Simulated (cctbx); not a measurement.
## Accept or mend?

Cell a = 5.9809 Å, b = 5.9990 Å, c = 6.0140 Å, α = 60.74°, β = 60.72°, γ = 60.62°; space group P1 (no. 1).

Simulated single-crystal data (cctbx): synchrotron X-rays, λ = 0.6889 Å, to d = 0.84 Å, 70 % of the full sphere, strongest reflection 70000 counts, noise from counting, a 3 % proportional error and a noise floor of 4 counts (s.d.); no absorption.

An anisotropic refinement with weights 1/σ² prints:

```text
Rint 0.000, 758 unique reflections to 0.84 A
cycle     R1     wR2    GooF  max shift (A)
   1  0.1731  0.4447   9.525   0.20362
  12  0.0307  0.0968   2.073   0.02177
final R1 0.0307 wR2 0.0967 GooF 2.072  parameters 144  data/parameter 5.3
atom        x        y        z      Ueq    occ   su(xyz)  su(Uiso or U11)
As1    1.00867  0.01692  0.99047   0.0152  1.000  0.00038  0.0009
Ni1    0.99311  0.51084  0.48903   0.0066  1.000  0.00050  0.0010
Ni2    0.00891  0.00901  0.49914   0.0076  1.000  0.00053  0.0010
Ni3    1.00083  0.49807  0.00669   0.0101  1.000  0.00049  0.0011
O1     0.24072  0.77128  0.76320   0.0527  1.000  0.00351  0.0064
S1     0.22229  0.26320  0.75971   0.2359  1.000  0.00373  0.0120
O2     0.25104  0.76489  0.22385   0.0413  1.000  0.00309  0.0059
O3     0.77391  0.24461  0.22541  -0.0020  1.000  0.00143  0.0033  NPD
O4     0.22890  0.28248  0.24000   0.0360  1.000  0.00301  0.0075
O5     0.77345  0.76351  0.22436   0.0085  1.000  0.00208  0.0059  NPD
O6     0.77259  0.24680  0.75684   0.0053  1.000  0.00193  0.0034  NPD
O7     0.78551  0.76193  0.72516   0.0014  1.000  0.00177  0.0038  NPD
Li1    0.50706  0.01519  0.97832   0.0081  1.000  0.00532  0.0085  NPD
Li2    0.49938  0.50864  0.98193   0.0190  1.000  0.00548  0.0103  NPD
Li3    0.50487  0.01475  0.47169   0.0058  1.000  0.00438  0.0081  NPD
Li4    0.51903  0.51770  0.47016   0.1032  1.000  0.01169  0.0398
difference map: max 0.71 min -0.59 rms 0.15
Q1    0.2053  0.2783  0.2626    1    0.72  0.14 A from O4
Q2    0.2359  0.7616  0.7655    1    0.71  0.07 A from O1
Q3    0.8019  0.7343  0.7522    1    0.63  0.19 A from O7
Q4    0.1917  0.2733  0.7521    1    0.63  0.18 A from S1
Q5    0.7431  0.0098  0.5091    1    0.61  1.42 A from O7
Q6    0.7971  0.2419  0.2485    1    0.60  0.23 A from O3
```

Q: Accept it or mend it, and why?

Mend it. The fault: wrong element: S1 is O. Against the right model at the same level, R1 goes from 0.0170 to 0.0307 and GooF from 1.02 to 2.07, S1 takes U = 0.24 Å², U of O3 shrinks from 0.0080 to -0.0020 Å², U of O7 shrinks from 0.0134 to 0.0014 Å², U of O1 swells from 0.0125 to 0.0527 Å² and O3, O5, O6, O7, Li1, Li2 and Li3 go non-positive-definite.  The fit had not settled when the cycles ran out.

The compound is Li4Ni3AsO8. The right model at the same level gives:

```text
Rint 0.000, 758 unique reflections to 0.84 A
cycle     R1     wR2    GooF  max shift (A)
   1  0.0334  0.0994   2.129   0.06606
   8  0.0170  0.0477   1.022   0.00672
final R1 0.0170 wR2 0.0477 GooF 1.022  parameters 144  data/parameter 5.3
atom        x        y        z      Ueq    occ   su(xyz)  su(Uiso or U11)
As1    1.00863  0.01996  0.98916   0.0124  1.000  0.00026  0.0005
Ni1    0.99325  0.51390  0.48870   0.0088  1.000  0.00033  0.0007
Ni2    0.00931  0.01083  0.49948   0.0073  1.000  0.00033  0.0005
Ni3    1.00140  0.50110  0.00574   0.0092  1.000  0.00032  0.0006
O1     0.23123  0.77030  0.76214   0.0125  1.000  0.00195  0.0023
O2     0.22190  0.24574  0.76173   0.0155  1.000  0.00174  0.0026
O3     0.24879  0.76213  0.22845   0.0198  1.000  0.00203  0.0026
O4     0.77249  0.23166  0.21697   0.0080  1.000  0.00166  0.0022
O5     0.22228  0.26715  0.24714   0.0202  1.000  0.00207  0.0037
O6     0.77308  0.76651  0.21885   0.0156  1.000  0.00200  0.0030
O7     0.77170  0.22846  0.76945   0.0185  1.000  0.00198  0.0027
O8     0.78840  0.75249  0.72429   0.0134  1.000  0.00198  0.0030
Li1    0.51023 -0.00730  0.99891   0.0205  1.000  0.00587  0.0056
Li2    0.50711  0.49591  0.99543   0.0191  1.000  0.00617  0.0058
Li3    0.49036 -0.00438  0.49987   0.0236  1.000  0.00580  0.0063
Li4    0.49522  0.49007  0.51386   0.0245  1.000  0.00592  0.0078
Flack x: -0.027(12)
Hooft y: -0.016(17)  Bijvoet pairs: 263
difference map: max 0.30 min -0.34 rms 0.08
Q1    0.0230  0.7600  0.7577    1    0.32  1.29 A from O1
Q2    0.9805  0.7646  0.2416    1    0.30  1.31 A from O6
Q3    0.0807  0.0129  0.1949    1    0.26  1.32 A from O3
Q4    0.7990  0.4934  0.4272    1    0.26  1.45 A from Ni1
Q5    0.2173  0.6251  0.0781    1    0.25  1.44 A from Li2
Q6    0.1079  0.4006  0.8971    1    0.24  0.89 A from Ni3
```

The model was made for the exercise: a known structure type with other elements put in, its volume estimated, not relaxed; displacement parameters are assumed.

[Middle refinement cycles are left out of these outputs.]

[Logs are printed without paths, hosts, clocks, repeated set-up lines and the standing remarks that a program may print on its own settings, such as how far it seeks lower states.]
